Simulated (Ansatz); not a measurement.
# K3SI (antiperovskite) (Pm-3m): band gap by G0W0 on PBE

How far does one-shot GW move the PBE gap of K3SI (antiperovskite) (Pm-3m)?

Calculated with Ansatz 0.2.0; PBE, then G0W0 on it, plane waves, PAW.

Most raw output is cut from this account.

The structure was built from a prototype and need not be the compound's stable phase.

In doubt: masses and optical values from hybrid runs of this build are listed as unsure (in some of the runs), which bears on the screening that GW takes from such a start.

## (1) The starting structure

It takes space group Pm-3m (No. 221, cubic). The conventional cell has a = 6.065 Å, b = 6.065 Å, c = 6.065 Å, α = 90.00°, β = 90.00°, γ = 90.00°. Nearest to I lie 12 K at 4.29 Å. Nearest to S lie 6 K at 3.03 Å. Nearest to K lie 2 S at 3.03 Å and 8 K at 4.29 Å and 4 I at 4.29 Å. It derives from I1K3S1. Farther neighbours and most contacts between anions are not listed.

The start is a generated structure, not a measured one. The structure type comes from a generator and need not be one that this composition takes. Spin-orbit coupling is left out unless a step names it. The default PAW set here is soft_2. Its files were made with PBE.

## (2) Relaxation

The structure is relaxed first.

This step: DFT, PBE, plane waves, PAW.

The input, input.yaml:

```yaml
crystal:
  lattice:
    - [6.06465728, 0.0, 0.0]
    - [0.0, 6.06465728, 0.0]
    - [0.0, 0.0, 6.06465728]
  atoms:
    - { symbol: I, position: [0.0, 0.0, 0.0] }
    - { symbol: S, position: [0.5, 0.5, 0.5] }
    - { symbol: K, position: [0.5, 0.5, 0.0] }
    - { symbol: K, position: [0.5, 0.0, 0.5] }
    - { symbol: K, position: [0.0, 0.5, 0.5] }
kpoints:
  mp_grid: { grid: [4, 4, 4] }
hamiltonian:
  xc: pbe
scf:
  occupations: { method: fermi_dirac, width: 0.02 }
relax:
  f_tol: 0.01
  max_steps: 100
  cell: {}
output:
  write_density: true
  write_potential: true
  elf: true
  volumetric_format: npy
```

Started as:

```
$ ansatz run input.yaml --threads 4 --pin off --max-ram 17510MiB --backend cpu --events-out ev --progress --plain --runs-dir out
```

Run time: 4.5 s. Hardware: 4 threads of Arm Neoverse V2, shared host; peak memory 0.55 GiB; 16 s of CPU time.

Relaxation path:

```tsv
step	energy less that of the first step (eV)	largest force component (eV/Å)	pressure (GPa)	volume (Å³)
1	0.0000	0.0000	-0.18	223.06
2	-0.0011	0.0000	-0.12	221.95
3	-0.0020	0.0000	0.00	219.64
4*	-0.0019	0.0000	0.00	219.64
```

Relaxation steps marked * repeat the geometry before them on a plane-wave basis chosen anew for their cell, so energy and pressure can jump there.

Forces are held to the 48 operations that the run works with; a distortion that breaks them can't arise in this run.

```tsv
conventional cell, symmetrised	before	after	change
a (Å)	6.065	6.034	-0.5 %
b (Å)	6.065	6.034	-0.5 %
c (Å)	6.065	6.034	-0.5 %
volume (Å³/atom)	44.61	43.93	-1.5 %
```

The relaxed structure:

```xyz
5
Lattice="6.0336 0.0000 0.0000 0.0000 6.0336 0.0000 0.0000 0.0000 6.0336" Properties=species:S:1:pos:R:3 pbc="T T T"
I     0.0000    0.0000    0.0000
S     3.0168    3.0168    3.0168
K     3.0168    3.0168    0.0000
K     3.0168    0.0000    3.0168
K     0.0000    3.0168    3.0168
```

## (3) Bands along the symmetry lines

Levels along a band path and on the mesh show where this functional puts the band edges.

The input, input.yaml:

```yaml
crystal:
  lattice:
    - [6.0335581096, 0.0, 0.0]
    - [0.0, 6.0335581096, 0.0]
    - [0.0, 0.0, 6.0335581096]
  atoms:
    - { symbol: I, position: [0.0, 0.0, 0.0] }
    - { symbol: S, position: [0.5, 0.5, 0.5] }
    - { symbol: K, position: [0.5, 0.5, 0.0] }
    - { symbol: K, position: [0.5, 0.0, 0.5] }
    - { symbol: K, position: [0.0, 0.5, 0.5] }
kpoints:
  mp_grid: { grid: [4, 4, 4] }
  band_path:
    path:
      - [[0.0, 0.0, 0.0], [0.0, 0.5, 0.0], [0.5, 0.5, 0.0], [0.0, 0.0, 0.0], [0.5, 0.5, 0.5], [0.0, 0.5, 0.0]]
      - [[0.5, 0.5, 0.5], [0.5, 0.5, 0.0]]
    npoints: 10
hamiltonian:
  xc: pbe
scf:
  occupations: { method: fermi_dirac, width: 0.02 }
  n_extra_bands: 5
output:
  eigenvalues: true
  forces: true
  stress: true
  write_density: true
  write_potential: true
  elf: true
  volumetric_format: npy
```

Wall time 3.2 s (4 threads); peak memory 0.56 GiB; 12 s of CPU time.

Numbers from this step:

| Property | Result |
| --- | --- |
| pressure | 0.003590 GPa |
| filled bands | 25 |
| gap | 1.731 eV |
| valence top at | Γ |
| conduction bottom at | Γ |
| least direct gap | 1.731 eV |

Over mesh and path the gap is 1.731 eV, direct, at k = Γ.

The electronic bands at the labelled points (eV, zero at the top of the highest nominally filled band):

```tsv
point	band 22	band 23	band 24	band 25	band 26	band 27	band 28	band 29
Γ	-1.81	0.00	0.00	0.00	1.73	3.49	3.49	4.60
halfway	-1.81	-0.39	-0.05	-0.05	2.30	3.76	3.82	4.79
X	-1.80	-0.71	-0.10	-0.10	3.07	3.83	4.17	5.14
halfway	-1.81	-0.65	-0.38	-0.12	3.34	3.86	4.48	4.96
M	-1.81	-0.61	-0.61	-0.15	3.64	3.79	4.86	4.86
halfway	-1.81	-0.42	-0.33	-0.09	2.70	3.98	4.16	4.73
Γ	-1.81	0.00	0.00	0.00	1.73	3.49	3.49	4.60
halfway	-1.91	-0.41	-0.40	-0.40	3.07	4.34	4.34	4.76
R	-1.95	-0.79	-0.79	-0.79	4.26	4.26	4.26	4.75
halfway	-1.88	-0.67	-0.46	-0.40	3.68	3.99	4.72	4.73
X	-1.80	-0.71	-0.10	-0.10	3.07	3.83	4.17	5.14
jump to R	-1.95	-0.79	-0.79	-0.79	4.26	4.26	4.26	4.75
halfway	-1.88	-0.70	-0.70	-0.49	4.06	4.08	4.47	4.47
M	-1.81	-0.61	-0.61	-0.15	3.64	3.79	4.86	4.86
```

ELF in the ac plane at fractional y = 0.500, with atoms of S and K within 0.2 Å of it. It is the smooth field of the valence electrons, not physical close to the nuclei.

Values, 9 rows by 16 columns, each cell a mean:
```
0.01 0.01 0.00 0.01 0.12 0.53 0.81 0.83 0.81 0.84 0.71 0.31 0.03 0.00 0.00 0.01
0.01 0.01 0.01 0.02 0.03 0.08 0.21 0.33 0.36 0.28 0.14 0.05 0.02 0.01 0.01 0.01
0.43 0.30 0.08 0.05 0.28 0.51 0.57 0.59 0.59 0.58 0.55 0.43 0.13 0.04 0.18 0.38
0.84 0.83 0.53 0.10 0.37 0.78 0.85 0.74 0.67 0.81 0.84 0.64 0.14 0.24 0.75 0.85
0.69 0.85 0.72 0.15 0.37 0.81 0.80 0.36 0.17 0.62 0.85 0.66 0.15 0.40 0.86 0.78
0.82 0.75 0.39 0.07 0.36 0.75 0.84 0.82 0.81 0.84 0.81 0.61 0.14 0.16 0.61 0.80
0.22 0.13 0.03 0.04 0.19 0.32 0.35 0.37 0.37 0.36 0.34 0.28 0.10 0.02 0.07 0.19
0.00 0.00 0.00 0.01 0.03 0.16 0.40 0.56 0.59 0.50 0.29 0.08 0.01 0.01 0.00 0.00
0.01 0.01 0.00 0.01 0.16 0.63 0.85 0.80 0.74 0.85 0.79 0.40 0.04 0.00 0.00 0.01
```
Columns run along a (6.0 Å), rows up along c (6.0 Å). Atoms in or near the plane, at fractional coordinates: S at (0.50, 0.50), K at (0.50, 0.00), K at (0.00, 0.50).

Valence density in the ac plane at fractional y = 0.500, with atoms of S and K within 0.2 Å of it. It is the smooth field of the valence electrons, not physical close to the nuclei.

Ten even steps from '0' (0.0 e/Å³) to '9' (4.2 e/Å³), each cell a mean:
```
00000026984100000
00000013442000000
00000000110000000
00000000000000000
00000000000000000
10000001110000001
53100012221000024
96200012122100148
97200012112100149
75100012222100036
21000001111000012
00000000000000000
00000000000000000
00000000000000000
00000001221000000
00000015763000000
00000027995100000
```
Columns run along a (6.0 Å), rows up along c (6.0 Å). Atoms in or near the plane, at fractional coordinates: S at (0.50, 0.50), K at (0.50, 0.00), K at (0.00, 0.50).

## (4) The quasiparticle correction

G0W0 replaces the xc potential by a self-energy built once from the orbitals of the start. Levels are corrected in the window of bands that the input names, at points of the mesh.

This step: G0W0 on PBE, plane waves, PAW.

input.yaml, the sections that differ from step 3:

```yaml
kpoints:
  mp_grid: { grid: [2, 2, 2] }
scf:
  occupations: { method: fixed }
gw:
  n_empty_bands: 655
  ecut_chi: 120.0
  qp_bands: [v2, c2]
  qp_kpoints: band_edges
  screening: { model: contour_deformation }
# crystal, hamiltonian: as in step 3
# output: removed
```

The job ended after 59 s (4 threads; peak memory 3.4 GiB; 3.8 min of CPU time).

Numbers from this step:

| Quantity | Value |
| --- | --- |
| bands summed | 680 |
| RPA ε∞ on this mesh (eigenvalues) | 3.122, 3.122, 3.122 |
| plane waves in the screening matrix | 691 |
| q-points in the mesh | 8 |
| G0W0 gap over the corrected points | 3.173 eV |
| k of the valence top | 0, 0, 0 |
| k of the conduction bottom | 0, 0, 0 |
| starting gap on the mesh | 1.703 eV |
| Z at the valence top | 0.7187 |
| Z at the conduction bottom | 0.7974 |
| least direct G0W0 gap over the corrected points | 3.173 eV |

Over all 4 irreducible mesh points the G0W0 gap is 3.173 eV, direct, at k = Γ. The PBE gap of this run on the mesh is 1.703 eV. The two states that bound the G0W0 gap lie that far apart at the start, so the correction of the gap is 3.173 − 1.703 = +1.470 eV. The start of this run differs from the step before in mesh (4×4×4 and 2×2×2). The program marks 8 of the 16 corrected levels as in doubt (energies apart, Σc rises), among them the valence top.

Labels follow the order of the start: v1 is the top filled band, c1 the lowest empty one; levels that stay degenerate share a row, the window can cut a multiplet, doubted levels are not marked in this list, bands outside the window were not corrected, and the list may be a part of the corrected levels. The levels before and after the correction (eV, zero at the valence-band top of each column):

```tsv
	conduction bottom	valence top
Kohn-Sham	1.70	0.00
G0W0	3.17	0.00
```

```tsv
	level	occupation	energy (eV)
Kohn-Sham	Γ v2-v1	2	0.000
Kohn-Sham	Γ c1	0	1.703
Kohn-Sham	Γ c2	0	3.466
G0W0	Γ v2-v1	2	0.000
G0W0	Γ c1	0	3.173
G0W0	Γ c2	0	5.063
```

The parts of the quasiparticle energy for the two states that bound the G0W0 gap, in eV on the run's own scale (QP = start + Σx + Σc − Vxc, with Σc at the quasiparticle energy):

```tsv
edge	k	band	start	Σx	Σc	Vxc	Z	QP
valence top	Γ	24	2.424	−17.463	2.273	−14.039	0.719	1.272
conduction bottom	Γ	26	4.127	−3.288	−2.978	−6.584	0.797	4.445
```

## (5) Spin-orbit coupling in PBE

This run has two-component orbitals with spin-orbit coupling.

This step: DFT, PBE with spin-orbit coupling, plane waves, PAW.

input.yaml, the sections that differ from step 4:

```yaml
kpoints:
  mp_grid: { grid: [4, 4, 4] }
  band_path:
    path: [[0.0, 0.0, 0.0], [0.0, 0.5, 0.0], [0.5, 0.5, 0.0], [0.5, 0.5, 0.5]]
    npoints: 1
scf:
  occupations: { method: fixed }
  n_extra_bands: 10
magnetization:
  noncollinear: true
  spin_orbit: true
output:
  eigenvalues: true
  forces: true
  stress: true
# crystal, hamiltonian: as in step 4
# gw: removed
```

Wall time 11 s (4 threads); peak memory 1.1 GiB; 43 s of CPU time.

This step gave:

```yaml
pressure: 0.009908 GPa
gap: 1.701 eV
valence_top_at: Γ
conduction_bottom_at: Γ
least_direct_gap: 1.701 eV
```

Over mesh and listed points the gap is 1.701 eV, direct, at k = Γ. PBE+SOC against PBE: 1.701 − 1.731 = −0.030 eV, with the same mesh, set of files (read in its fully relativistic form for the spin-orbit run) and cutoff, and both edges at the same k points. The spin-orbit run sees mesh and listed points alone, so its gap is an upper bound: the coupling can move an edge off these points, and the change over the zone, its sign included where it is small, is not known.

## (6) Side by side

Each gap is the least one over the points named; times are wall times on shared hosts, not benchmarks. A G0W0 time includes the run's own self-consistent start. Runs with listed points see these and the mesh alone, so an edge that moves elsewhere is missed. Rows marked * are further runs, not shown as steps, whose inputs differ from the G0W0 step on the same start in the columns given; solver thresholds can differ too. Rows marked ? have an edge level that the program doubts.

```tsv
level	mesh	files, cutoff	bands summed, screening	points	gap (eV)	valence top	conduction bottom	least direct gap (eV)	time
PBE	4×4×4	soft_2 PAW, 420 eV	-	mesh and path	1.731	Γ	Γ	1.731	3.2 s
PBE+SOC	4×4×4	soft_2 PAW, 420 eV	-	mesh and listed points	1.701	Γ	Γ	1.701	11 s
G0W0@PBE*	2×2×2	soft_2 PAW, 420 eV	132, 36 eV	all 4 irreducible mesh points	2.871	Γ	Γ	2.871	3.8 s
G0W0@PBE*	2×2×2	soft_2 PAW, 420 eV	329, 72 eV	all 4 irreducible mesh points	3.055	Γ	Γ	3.055	13 s
G0W0@PBE?	2×2×2	soft_2 PAW, 420 eV	680, 120 eV	all 4 irreducible mesh points	3.173	Γ	Γ	3.173	59 s
G0W0@PBE*	2×2×2	soft_2 PAW, 420 eV	680, 120 eV, plasmon pole	all 4 irreducible mesh points	3.290	Γ	Γ	3.290	71 s
```

## (7) Outcome

```json
{"PBE gap over mesh and path": "1.731 eV, direct, at k = Γ", "G0W0@PBE gap over all 4 irreducible mesh points": "3.173 eV, direct, at k = Γ", "PBE+SOC gap over mesh and listed points": "1.701 eV", "GW settings": "2×2×2 mesh, 655 empty bands, screening to 120 eV", "known limits": "finite bands, screening cutoff and k mesh; no spin-orbit coupling in G0W0; screening cutoff under 40 eV in some runs"}
```

In words: Over all 4 irreducible mesh points the G0W0 gap is 3.173 eV, direct, at k = Γ. The PBE gap of this run on the mesh is 1.703 eV. The two states that bound the G0W0 gap lie that far apart at the start, so the correction of the gap is 3.173 − 1.703 = +1.470 eV. The valence state moves by 1.272 − 2.424 = −1.152 eV and the conduction state by 4.445 − 4.127 = +0.318 eV, on the run's own scale; with 132 bands the edge states move by −0.738 and +0.431 eV, so the split between the edges depends on the bands and cutoff. Both edges that PBE shows over mesh and path lie at k points where levels were corrected. Levels at other points were not corrected, so a lower G0W0 gap elsewhere in the zone is not ruled out. From 132 bands and 36 eV to 680 bands and 120 eV the gap moves by 3.173 − 2.871 = +0.302 eV (rung by rung 2.871, 3.055, 3.173 eV); bands and screening cutoff rise together, so their parts are not told apart. An edge row is in doubt in the run with 680 bands, so no limit is drawn and it is not known. With the plasmon pole model in place of the contour deformation model and all else as in the G0W0@PBE row with 680 bands, the gap differs by 3.290 − 3.173 = +0.117 eV. The program doubts an edge level of G0W0@PBE with 680 bands (2×2×2, soft_2 PAW). G0W0 on other starts in this series, not shown as steps and not all at these settings: 3.879 eV on HSE06 (2×2×2, soft_2 PAW, 680 bands, 120 eV) and 4.163 eV on PBE0 (2×2×2, soft_2 PAW, 680 bands, 120 eV). PBE+SOC against PBE: 1.701 − 1.731 = −0.030 eV, with the same mesh, set of files (read in its fully relativistic form for the spin-orbit run) and cutoff, and both edges at the same k points. The spin-orbit run sees mesh and listed points alone, so its gap is an upper bound: the coupling can move an edge off these points, and the change over the zone, its sign included where it is small, is not known. What spin-orbit coupling does to the G0W0 levels was not computed, so no sum with the G0W0 gap is formed. For the G0W0 step: the program marks 8 of the 16 corrected levels as in doubt (energies apart, Σc rises), among them the valence top. The G0W0 runs are scalar-relativistic. No pair of G0W0 runs that differ in the mesh alone is shown (2×2×2 is a supercell whose nearest images lie 12 Å apart), so the error from the mesh is not known here. G0W0@PBE runs of this series with other atomic data on the same mesh, not shown as steps, give 3.210 eV (hard PAW, 520 eV, 996 bands, screening to 156 eV); where bands and cutoffs differ too, the part of the files is not isolated. The program doubts an edge level of G0W0@PBE with 996 bands (2×2×2, hard PAW). A screening cutoff under 40 eV is crude: G0W0@PBE with 132 bands at 36 eV.

[Paths, hosts, dates, memory and timing lines, banners, echoed tables and standing remarks are left out of the program output.]

[Logs are printed without paths, hosts, clocks, repeated set-up lines and the standing remarks that a program may print on its own settings, such as how far it seeks lower states.]

[Runs of the session that timed out or met a known fault of the program may be left out.]

[Cells called generated may have been cut or substituted from an entry of the Crystallography Open Database or the Materials Project.]

[Hosts, paths, dates, database ids (printed as entryN), source tags and the programs' standing remarks are cut or masked in the printed files.]

[Where an RPA ε∞ is given, it is that of the G0W0 mesh and is not shown converged in it. Names of k-points follow the symmetry that the program found, which can be lower than the space group named. Band edges on a path are those of the sampled points; other points can move an edge, and change direct to indirect where valleys lie close.]

[Hybrid gaps are those of their k-mesh and are not shown converged in it.]
